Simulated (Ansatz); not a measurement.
# CaGeS3 (model cell, started as cubic perovskite with Ge in the octahedra): following an unstable mode, part 3 of 3

Wanted: the energy along a soft mode of CaGeS3 (model cell, started as cubic perovskite with Ge in the octahedra) and the structure at the end.

Ansatz 0.2.0; DFT PBEsol, scalar-relativistic, plane waves, PAW; PAW set soft_1.

So far, highest frequency on the path or at a solved wavevector (cm⁻¹): step 2 (the dispersion) 376. Also lowest frequency on the path (cm⁻¹): step 2 -167.

The structure was built from a prototype and need not be the compound's stable phase.

### 6. Relaxation from the frozen mode

Starting from the lowest point found, all atoms and the cell are let go, so that strain and other modes of the same symmetry can join in.

input.yaml reads:

```yaml
crystal:
  lattice:
    - [0.0, -4.7007771819, -4.7007771819]
    - [0.0, -4.7007771819, 4.7007771819]
    - [-9.4015543637, -4.7007771819, 0.0]
  atoms:
    - { symbol: Ca, position: [0.75, 0.75, 0.5] }
    - { symbol: Ca, position: [0.25, 0.25, 0.5] }
    - { symbol: Ca, position: [0.508235661, 0.508235661, 1.0] }
    - { symbol: Ca, position: [-0.008235661, -0.008235661, 1.0] }
    - { symbol: Ge, position: [0.372314813, 0.877685187, 0.25] }
    - { symbol: Ge, position: [0.877685187, 0.372314813, 0.25] }
    - { symbol: Ge, position: [0.127685187, 0.622314813, 0.75] }
    - { symbol: Ge, position: [0.622314813, 0.127685187, 0.75] }
    - { symbol: S, position: [0.1430786573, 0.1430786573, 0.2138426854] }
    - { symbol: S, position: [0.6069213427, 0.6069213427, 0.2861573146] }
    - { symbol: S, position: [0.8930786573, 0.8930786573, 0.7138426854] }
    - { symbol: S, position: [0.3569213427, 0.3569213427, 0.7861573146] }
    - { symbol: S, position: [0.625, 0.125, 0.25] }
    - { symbol: S, position: [0.125, 0.625, 0.25] }
    - { symbol: S, position: [0.375, 0.875, 0.75] }
    - { symbol: S, position: [0.875, 0.375, 0.75] }
    - { symbol: S, position: [0.5638192342, -0.0638192342, 0.0] }
    - { symbol: S, position: [-0.0638192342, 0.5638192342, 0.0] }
    - { symbol: S, position: [0.25, 0.75, 0.5] }
    - { symbol: S, position: [0.75, 0.25, 0.5] }
kpoints:
  mp_grid: { grid: [6, 6, 6] }
hamiltonian:
  xc: pbesol
  pseudopotentials: { kind: paw, azcp: { folder: soft_1 }, xc_functional: pbe }
scf:
  occupations: { method: methfessel_paxton, width: 0.2 }
output:
  forces: true
  stress: true
  eigenvalues: true
  write_density: true
  write_potential: true
  elf: true
  volumetric_format: npy
relax:
  adjacent_minimum: "off"
  f_tol: 0.002
  max_steps: 120
  cell: { stress_tol: 0.03 }
```

Command:

```console
$ ansatz run input.yaml --threads 4 --pin off --max-ram 16384MiB --backend cpu --events-out ev --progress --plain --runs-dir out
```

Numbers of over 12 decimals in the logs are rounded to 6 here.

Output:

```text
[...]
Crystal: 20 atoms, lattice volume = 415.498 Å³
Basis set: ecut = 420 eV, 8127 PW (Γ), exchange–correlation on 90×90×144 points (8 copies of the dense FFT grid, shifted against one another)
Bands: 104, of which v1, the nominal top of the filled ones, is band 84 counted from 1 (83 counted from 0)
Symmetry: 8 space group operations
[...]
k-points: 46 of 216
[...]
SCF iter   1: F=—  HF=-34826.612444 eV  |F-HF|=—  |Δ(HF+E_count)|=         —  Δρ=4.25e-2  dr2=1.44e1  ethr=3.10e-3  ⟨swp⟩=11.5  Hψ=25537  notcnv=0
[...]
SCF iter  11: F=-34822.044854 eV  HF=-34822.044854 eV  |F-HF|=2.12e-8  |Δ(HF+E_count)|=   4.58e-8  S|Δr|=    0.00e0  Δρ=2.80e-6  dr2=5.95e-8  ethr=5.95e-11  ⟨swp⟩=22.5  Hψ=45027  notcnv=0
SCF 1 converged in 11 iterations: F = -34822.044854 eV  dr2 = 5.95e-8
[...]
relax step   1: F+E_penalty+E_count = -34822.04485380 eV  Δ(F+E_penalty+E_count) = +0.000e0 eV  max|allowed force component| = 7.262e-1 eV/Å  Δτ_max = 0.0000 Å  P = -0.240 GPa  Ω = 415.498 Å³  (11 SCF iters, dr2 threshold 1.00e-7 eV, accepted)
Crystal: 20 atoms, lattice volume = 410.033 Å³
Basis set: ecut = 420 eV, 8035 PW (Γ), exchange–correlation on 90×90×144 points (8 copies of the dense FFT grid, shifted against one another)
[...]
SCF iter   9: F=-34822.547007 eV  HF=-34822.547007 eV  |F-HF|=2.86e-7  |Δ(HF+E_count)|=   2.79e-7  S|Δr|=    0.00e0  Δρ=4.64e-6  dr2=3.71e-7  ethr=1.19e-9  ⟨swp⟩=17.5  Hψ=39742  notcnv=0
SCF 2 converged in 9 iterations: F = -34822.547007 eV  dr2 = 3.71e-7
[...]
relax step   2: F+E_penalty+E_count = -34822.54700667 eV  Δ(F+E_penalty+E_count) = -5.022e-1 eV  max|allowed force component| = 5.241e-1 eV/Å  Δτ_max = 0.1597 Å  P = +0.255 GPa  Ω = 410.033 Å³  energy of the carried Pulay correction = +9.965e-4 eV  (9 SCF iters, dr2 threshold 2.00e-6 eV, accepted)
Crystal: 20 atoms, lattice volume = 408.807 Å³
Basis set: ecut = 420 eV, 8001 PW (Γ), exchange–correlation on 90×90×144 points (8 copies of the dense FFT grid, shifted against one another)
[...]
SCF iter   8: F=-34823.007563 eV  HF=-34823.007564 eV  |F-HF|=7.48e-7  |Δ(HF+E_count)|=   1.98e-6  S|Δr|=    0.00e0  Δρ=1.36e-5  dr2=1.69e-6  ethr=1.19e-9  ⟨swp⟩=18.6  Hψ=44261  notcnv=0
SCF 3 converged in 8 iterations: F = -34823.007563 eV  dr2 = 1.69e-6
  Residual-converged pass: ⟨swp⟩=1.0  Hψ=4968  notcnv=0  max |occ|·‖R‖ = 7.1e-9 eV (tolerance 1.0e-8 eV)  dr2=1.69e-6  dr2_onsite=6.19e-8  max |Δocc| = 1.6e-10
relax step   3: F+E_penalty+E_count = -34823.00756316 eV  Δ(F+E_penalty+E_count) = -4.606e-1 eV  max|allowed force component| = 3.910e-1 eV/Å  Δτ_max = 0.1958 Å  P = +0.101 GPa  Ω = 408.807 Å³  energy of the carried Pulay correction = +1.222e-3 eV  (8 SCF iters, dr2 threshold 2.00e-6 eV, accepted)
[... from here on, the SCF cycles and remarks between the steps are left out ...]
relax step   4: F+E_penalty+E_count = -34823.28395522 eV  Δ(F+E_penalty+E_count) = -2.764e-1 eV  max|allowed force component| = 4.022e-1 eV/Å  Δτ_max = 0.1955 Å  P = +0.414 GPa  Ω = 406.240 Å³  energy of the carried Pulay correction = +1.696e-3 eV  (8 SCF iters, dr2 threshold 2.00e-6 eV, accepted)
relax step   5: F+E_penalty+E_count = -34823.47092661 eV  Δ(F+E_penalty+E_count) = -1.870e-1 eV  max|allowed force component| = 1.687e-1 eV/Å  Δτ_max = 0.1954 Å  P = +0.379 GPa  Ω = 407.915 Å³  energy of the carried Pulay correction = +1.386e-3 eV  (8 SCF iters, dr2 threshold 2.00e-6 eV, accepted)
relax step   6: F+E_penalty+E_count = -34823.51269305 eV  Δ(F+E_penalty+E_count) = -4.177e-2 eV  max|allowed force component| = 8.833e-2 eV/Å  Δτ_max = 0.0729 Å  P = -0.391 GPa  Ω = 413.222 Å³  energy of the carried Pulay correction = +4.134e-4 eV  (8 SCF iters, dr2 threshold 2.00e-6 eV, accepted)
relax step   7: F+E_penalty+E_count = -34823.52312590 eV  Δ(F+E_penalty+E_count) = -1.043e-2 eV  max|allowed force component| = 1.743e-1 eV/Å  Δτ_max = 0.0441 Å  P = +0.255 GPa  Ω = 408.934 Å³  energy of the carried Pulay correction = +1.199e-3 eV  (7 SCF iters, dr2 threshold 1.83e-6 eV, accepted)
relax step   8: F+E_penalty+E_count = -34823.52983074 eV  Δ(F+E_penalty+E_count) = -6.705e-3 eV  max|allowed force component| = 1.970e-2 eV/Å  Δτ_max = 0.0142 Å  P = +0.043 GPa  Ω = 410.072 Å³  energy of the carried Pulay correction = +9.893e-4 eV  (6 SCF iters, dr2 threshold 1.90e-6 eV, accepted)
relax step   9: F+E_penalty+E_count = -34823.53036849 eV  Δ(F+E_penalty+E_count) = -5.378e-4 eV  max|allowed force component| = 1.529e-2 eV/Å  Δτ_max = 0.0044 Å  P = -0.012 GPa  Ω = 410.324 Å³  energy of the carried Pulay correction = +9.431e-4 eV  (7 SCF iters, dr2 threshold 3.45e-8 eV, accepted)
relax step  10: F+E_penalty+E_count = -34823.53084168 eV  Δ(F+E_penalty+E_count) = -4.732e-4 eV  max|allowed force component| = 1.323e-2 eV/Å  Δτ_max = 0.0102 Å  P = -0.014 GPa  Ω = 410.089 Å³  energy of the carried Pulay correction = +9.863e-4 eV  (8 SCF iters, dr2 threshold 1.46e-8 eV, accepted)
relax step  11: F+E_penalty+E_count = -34823.53091719 eV  Δ(F+E_penalty+E_count) = -7.551e-5 eV  max|allowed force component| = 2.623e-3 eV/Å  Δτ_max = 0.0023 Å  P = +0.004 GPa  Ω = 410.002 Å³  energy of the carried Pulay correction = +1.002e-3 eV  (7 SCF iters, dr2 threshold 1.09e-8 eV, accepted)
relax step  12: F+E_penalty+E_count = -34823.53091766 eV  Δ(F+E_penalty+E_count) = -4.695e-7 eV  max|allowed force component| = 8.022e-4 eV/Å  Δτ_max = 0.0005 Å  P = +0.000 GPa  Ω = 410.025 Å³  energy of the carried Pulay correction = +9.981e-4 eV  (7 SCF iters, dr2 threshold 4.30e-10 eV, accepted)
[...]
SCF iter   6: F=-34823.532628 eV  HF=-34823.532628 eV  |F-HF|=0.00e0  |Δ(HF+E_count)|=  2.40e-10  S|Δr|=    0.00e0  Δρ=4.22e-8  dr2=3.26e-11  ethr=1.00e-12  ⟨swp⟩=10.8  Hψ=26921  notcnv=0
SCF 13 converged in 6 iterations: F = -34823.532628 eV  dr2 = 3.26e-11
relax step  13: F+E_penalty+E_count = -34823.53262813 eV  Δ(F+E_penalty+E_count) = -1.710e-3 eV  max|allowed force component| = 8.714e-4 eV/Å  Δτ_max = 0.0000 Å  P = +0.003 GPa  Ω = 410.025 Å³  stress off target by 2.10e-2 GPa  SCF on the basis re-selected at this cell (its energy is not comparable with the rows above)  (6 SCF iters)
basis re-selected at this cell: Δ(F+E_penalty+E_count) = -1.710e-3 eV, ΔP = +0.003 GPa vs the last step (what re-selecting the basis moved, of the pressure what is left beyond the Pulay correction that the steps carried, after the strain that the cell walked since its last selection, with what the two solves' SCF thresholds leave and, on support functions, any second-order correction that the steps lacked; it is no m [...]
SCF converged after 6 iterations
[...]
Free energy (F): -34823.532628 eV
[...]
Internal energy: -34823.546700 eV  (E = F + TS)
E sigma→0 (E₀):  -34823.536146 eV
Entropy (-TS):   0.014072 eV (0.704 meV/atom)
Fermi energy:    7.490480 eV
[...]
--- Forces (eV/Å), atoms counted from 1 ---
  atom   1  Ca     0.00000000    -0.00000000     0.00000000
  atom   2  Ca     0.00000000    -0.00000000     0.00000000
  atom   3  Ca     0.00000000    -0.00017445     0.00000000
  atom   4  Ca     0.00000000     0.00017445     0.00000000
  atom   5  Ge    -0.00030172    -0.00000000     0.00008844
  atom   6  Ge    -0.00030172     0.00000000    -0.00008844
  atom   7  Ge     0.00030172     0.00000000    -0.00008844
  atom   8  Ge     0.00030172    -0.00000000     0.00008844
  atom   9  S      0.00034652     0.00000000     0.00000000
  atom  10  S      0.00063072     0.00000000     0.00000000
  atom  11  S     -0.00063072     0.00000000     0.00000000
  atom  12  S     -0.00034652     0.00000000     0.00000000
  atom  13  S      0.00027702     0.00000000     0.00000000
  atom  14  S      0.00027702     0.00000000    -0.00000000
  atom  15  S     -0.00027702     0.00000000    -0.00000000
  atom  16  S     -0.00027702     0.00000000     0.00000000
  atom  17  S      0.00000000     0.00000000    -0.00087141
  atom  18  S      0.00000000     0.00000000     0.00087141
  atom  19  S      0.00000000    -0.00000000     0.00000000
  atom  20  S      0.00000000    -0.00000000     0.00000000
  max |Σ_I F_I| component: 1.73e-18 eV/Å
--- Stress (GPa, compression-positive) ---
       -0.000215       0.000000       0.000000
        0.000000       0.020955       0.000000
        0.000000       0.000000      -0.011400
  P = ⅓ Tr σ = 0.0031 GPa (0.031 kbar)
--- Band table (eV; the first three rows and the last of 46) ---
  k-point 0: bands = [... 80 lower, 6.7556, 7.2076, 7.2446, 7.4716, 7.9318, 8.1963, 8.8107, 9.6186, ... 16 higher]
  k-point 1: bands = [... 80 lower, 6.8958, 7.2075, 7.2239, 7.2496, 8.0170, 8.1799, 8.7910, 9.5332, ... 16 higher]
  k-point 2: bands = [... 80 lower, 7.0477, 7.1819, 7.1824, 7.3190, 8.2733, 8.3137, 8.7329, 9.3920, ... 16 higher]
  k-point 45: bands = [... 80 lower, 6.4478, 6.9812, 7.0855, 7.5147, 7.6856, 8.5853, 9.1010, 9.3496, ... 16 higher]
--- Relaxed structure (12 steps of the walk, 12 accepted, 1 SCFs on fresh bases) ---
  F+E_penalty+E_count = -34823.53262813 eV   max|allowed force component| = 8.714e-4 eV/Å   (the final SCF, on the basis selected at the relaxed cell)
  cell:  # Å, volume = 410.0246 Å³
    - [0.0, -4.982295, -4.359097]
    - [0.0, -4.982295, 4.359097]
    - [-9.439609, -4.982295, 0.0]
  atoms:
    - { symbol: Ca, position: [0.75, 0.75, 0.5] }
    - { symbol: Ca, position: [0.25, 0.25, 0.5] }
    - { symbol: Ca, position: [0.497657, 0.497657, 1.0] }
    - { symbol: Ca, position: [0.00234274, 0.00234274, 1.0] }
    - { symbol: Ge, position: [0.379733, 0.881699, 0.238568] }
    - { symbol: Ge, position: [0.881699, 0.379733, 0.238568] }
    - { symbol: Ge, position: [0.120267, 0.618301, 0.761432] }
    - { symbol: Ge, position: [0.618301, 0.120267, 0.761432] }
    - { symbol: S, position: [0.170064, 0.170064, 0.159871] }
    - { symbol: S, position: [0.568462, 0.568462, 0.363076] }
    - { symbol: S, position: [0.931538, 0.931538, 0.636924] }
    - { symbol: S, position: [0.329936, 0.329936, 0.840129] }
    - { symbol: S, position: [0.624284, 0.124284, 0.251431] }
    - { symbol: S, position: [0.124284, 0.624284, 0.251431] }
    - { symbol: S, position: [0.375716, 0.875716, 0.748569] }
    - { symbol: S, position: [0.875716, 0.375716, 0.748569] }
    - { symbol: S, position: [0.581148, -0.081148, -3.5865013656134547e-19] }
    - { symbol: S, position: [-0.081148, 0.581148, -3.5865013656134547e-19] }
    - { symbol: S, position: [0.250000, 0.750000, 0.5] }
    - { symbol: S, position: [0.750000, 0.250000, 0.5] }
```

It took 13 min on 4 threads of Arm Neoverse V1, shared host; peak memory 2.1 GiB.

Step by step:

```csv
step,energy less that of the first step (eV),largest force component (eV/Å),pressure (GPa),volume (Å³)
1,0.0000,0.7262,-0.24,415.50
2,-0.5022,0.5241,0.26,410.03
3,-0.9627,0.3910,0.10,408.81
4,-1.2391,0.4022,0.41,406.24
5,-1.4261,0.1687,0.38,407.91
6,-1.4678,0.0883,-0.39,413.22
7,-1.4783,0.1743,0.26,408.93
8,-1.4850,0.0197,0.04,410.07
9,-1.4855,0.0153,-0.01,410.32
10,-1.4860,0.0132,-0.01,410.09
11,-1.4861,0.0026,0.00,410.00
12,-1.4861,0.0008,0.00,410.02
13*,-1.4878,0.0009,0.00,410.02
```

Relaxation steps marked * repeat the geometry before them on a plane-wave basis chosen anew for their cell, so energy and pressure can jump there.

The run keeps the 8 symmetry operations that it works with, so distortions that break them were not tested.

```csv
"conventional cell, symmetrised",before,after,change
a (Å),9.402,8.718,-7.3 %
b (Å),9.402,9.965,+6.0 %
c (Å),18.803,18.879,+0.4 %
volume (Å³/atom),20.77,20.50,-1.3 %
```

The atoms that moved most (Å, as changes of fractional coordinates times the final cell):

```csv
atom,dx,dy,dz,length
S10,-0.726,0.000,0.000,0.726
S11,0.726,0.000,0.000,0.726
S12,-0.509,0.000,0.000,0.509
S9,0.509,0.000,0.000,0.509
S18,0.000,0.000,0.151,0.151
S17,0.000,0.000,-0.151,0.151
Ge7,-0.108,0.000,0.015,0.109
Ge8,-0.108,0.000,-0.015,0.109
```

The relaxed structure:

```cif
data_structure
_symmetry_space_group_name_H-M 'P 1'
_symmetry_Int_Tables_number 1
_cell_length_a 6.6200
_cell_length_b 6.6200
_cell_length_c 10.6738
_cell_angle_alpha 69.433
_cell_angle_beta 69.433
_cell_angle_gamma 82.367
_cell_volume 410.02
loop_
_atom_site_label
_atom_site_type_symbol
_atom_site_fract_x
_atom_site_fract_y
_atom_site_fract_z
_atom_site_occupancy
Ca1 Ca 0.75000 0.75000 0.50000 1
Ca2 Ca 0.25000 0.25000 0.50000 1
Ca3 Ca 0.49766 0.49766 0.00000 1
Ca4 Ca 0.00234 0.00234 0.00000 1
Ge5 Ge 0.37973 0.88170 0.23857 1
Ge6 Ge 0.88170 0.37973 0.23857 1
Ge7 Ge 0.12027 0.61830 0.76143 1
Ge8 Ge 0.61830 0.12027 0.76143 1
S9 S 0.17006 0.17006 0.15987 1
S10 S 0.56846 0.56846 0.36308 1
S11 S 0.93154 0.93154 0.63692 1
S12 S 0.32994 0.32994 0.84013 1
S13 S 0.62428 0.12428 0.25143 1
S14 S 0.12428 0.62428 0.25143 1
S15 S 0.37572 0.87572 0.74857 1
S16 S 0.87572 0.37572 0.74857 1
S17 S 0.58115 0.91885 0.00000 1
S18 S 0.91885 0.58115 0.00000 1
S19 S 0.25000 0.75000 0.50000 1
S20 S 0.75000 0.25000 0.50000 1
```

Numbers from this step:

- pressure: 0.003113 GPa
- volume per atom: 20.50 Å³

Electrostatic potential energy in the ab plane at fractional z = 0.000, with atoms of Ca and S within 0.2 Å of it. With pseudopotentials it is smooth inside the atoms' cores, unlike the true potential.

Ten even steps from '0' (-53 eV) to '9' (11 eV), each cell a mean:
```
016899996233589851
357899997243489975
788999998533699998
999999999877899999
999999999999999988
899999998899998645
599999876679997333
389999851147997343
589999730016898522
899999840016899876
999999974357999999
999999998788999999
999999999999999999
999999999999999999
899999999999999988
678999999999999876
147999999889999851
016899998535899730
```
Columns run along a (6.6 Å; values clipped at the 3rd and 97th percentile), rows up along b (6.6 Å). Atoms in or near the plane, at fractional coordinates: Ca at (0.50, 0.50), Ca at (0.00, 0.00), S at (0.58, 0.92), S at (0.92, 0.58).

ELF in the ab plane at fractional z = 0.000, with atoms of Ca and S within 0.2 Å of it. It is the smooth field of the valence electrons, not physical close to the nuclei.

Values, 10 rows by 16 columns, each cell a mean:
```
0.82 0.81 0.49 0.05 0.03 0.22 0.66 0.84 0.47 0.09 0.53 0.90 0.69 0.16 0.48 0.79
0.29 0.22 0.07 0.02 0.03 0.13 0.51 0.83 0.84 0.65 0.75 0.80 0.48 0.19 0.19 0.25
0.68 0.38 0.10 0.04 0.03 0.04 0.12 0.34 0.57 0.69 0.59 0.33 0.34 0.64 0.83 0.83
0.85 0.76 0.35 0.07 0.02 0.06 0.32 0.49 0.45 0.25 0.10 0.37 0.79 0.80 0.42 0.53
0.79 0.77 0.41 0.08 0.02 0.26 0.79 0.83 0.81 0.79 0.32 0.33 0.85 0.85 0.39 0.33
0.72 0.45 0.14 0.06 0.05 0.10 0.56 0.81 0.83 0.81 0.39 0.10 0.48 0.74 0.80 0.80
0.18 0.08 0.07 0.10 0.12 0.10 0.08 0.23 0.36 0.28 0.07 0.03 0.07 0.17 0.27 0.29
0.03 0.05 0.10 0.13 0.13 0.11 0.07 0.04 0.04 0.04 0.04 0.04 0.03 0.03 0.02 0.03
0.54 0.29 0.08 0.09 0.09 0.07 0.09 0.23 0.43 0.48 0.39 0.23 0.06 0.05 0.34 0.58
0.81 0.81 0.42 0.04 0.04 0.11 0.41 0.74 0.81 0.79 0.85 0.78 0.36 0.17 0.73 0.83
```
Columns run along a (6.6 Å), rows up along b (6.6 Å). Atoms in or near the plane, at fractional coordinates: Ca at (0.50, 0.50), Ca at (0.00, 0.00), S at (0.58, 0.92), S at (0.92, 0.58).

Valence density in the ab plane at fractional z = 0.000, with atoms of Ca and S within 0.2 Å of it. It is the smooth field of the valence electrons, not physical close to the nuclei.

Values in e/Å³, 10 rows by 16 columns, each cell a mean:
```
4.1 2.4 0.5 0.1 0.0 0.1 0.2 0.7 1.0 0.5 1.0 0.8 0.3 0.2 0.8 2.9
0.4 0.2 0.1 0.0 0.0 0.0 0.1 0.5 0.9 1.0 1.0 0.6 0.3 0.1 0.2 0.3
0.3 0.1 0.0 0.0 0.0 0.0 0.1 0.1 0.3 0.4 0.3 0.2 0.2 0.4 0.6 0.5
0.9 0.3 0.1 0.0 0.0 0.1 0.3 0.8 0.8 0.3 0.1 0.2 0.5 1.0 0.9 1.0
1.0 0.4 0.1 0.0 0.0 0.2 1.7 4.7 5.2 2.4 0.4 0.2 0.5 1.0 0.9 0.8
0.4 0.2 0.1 0.1 0.1 0.1 0.9 3.3 4.3 2.3 0.4 0.1 0.1 0.3 0.5 0.6
0.1 0.1 0.1 0.1 0.1 0.1 0.1 0.3 0.4 0.2 0.1 0.0 0.0 0.1 0.1 0.1
0.1 0.1 0.1 0.1 0.2 0.1 0.1 0.1 0.0 0.0 0.0 0.0 0.0 0.0 0.0 0.0
1.0 0.4 0.1 0.1 0.1 0.1 0.1 0.1 0.1 0.2 0.1 0.1 0.0 0.1 0.3 0.9
5.5 2.8 0.5 0.1 0.0 0.1 0.2 0.4 0.8 0.8 0.7 0.3 0.1 0.2 1.5 4.6
```
Columns run along a (6.6 Å), rows up along b (6.6 Å). Atoms in or near the plane, at fractional coordinates: Ca at (0.50, 0.50), Ca at (0.00, 0.00), S at (0.58, 0.92), S at (0.92, 0.58).

The distorted start has space group Fmmm; the relaxation ends in Fmmm.

### 7. Outcome

```
unstable mode of the parent                                                      : q = (0.25, -0.5, -0.5), 167i cm⁻¹
depth at the lowest point sampled                                                : 43.7 meV/atom
largest atomic shift at that point                                               : 0.6 Å
space group reached (within 0.01 Å)                                              : Fmmm
energy gained over the parent (first relaxation, on the mesh of the frozen mode) : 118 meV/atom
volume per atom, phase reached                                                   : 20.5 Å³
```

What this shows: Along this mode the structure falls into Fmmm, 118 meV/atom below the parent. At the parent's cell the well is 43.74 meV/atom deep on the steps tried, with its lowest point at a shift of 0.6 Å. That is the last step tried, so the steps alone don't bracket the bottom of the well. Relaxing atoms and cell changes the gain by +74.58 meV/atom against the lowest step (energies at zero smearing). Most of the total comes from this relaxation. The modes of the phase reached were not computed on this path. Of the 6 patterns followed to their end from this parent, this one ends 63.2 meV/atom above the lowest, R-3c. Each path keeps the symmetry of its pattern, so a lower phase may lie along a pattern not tried. With no gap, or one that is small against the smearing, the frequencies hang on the k mesh and the smearing, most of all near Kohn anomalies. The PAW files were made for PBE and serve the other functionals too. The starting cell was built on a prototype and not taken from a measurement, so the phase need not exist.

[Logs are printed without paths, hosts, clocks, repeated set-up lines and the standing remarks that a program may print on its own settings, such as how far it seeks lower states.]

[Hosts, paths, dates, database ids (printed as entryN), source tags and the programs' standing remarks are cut or masked in the printed files.]
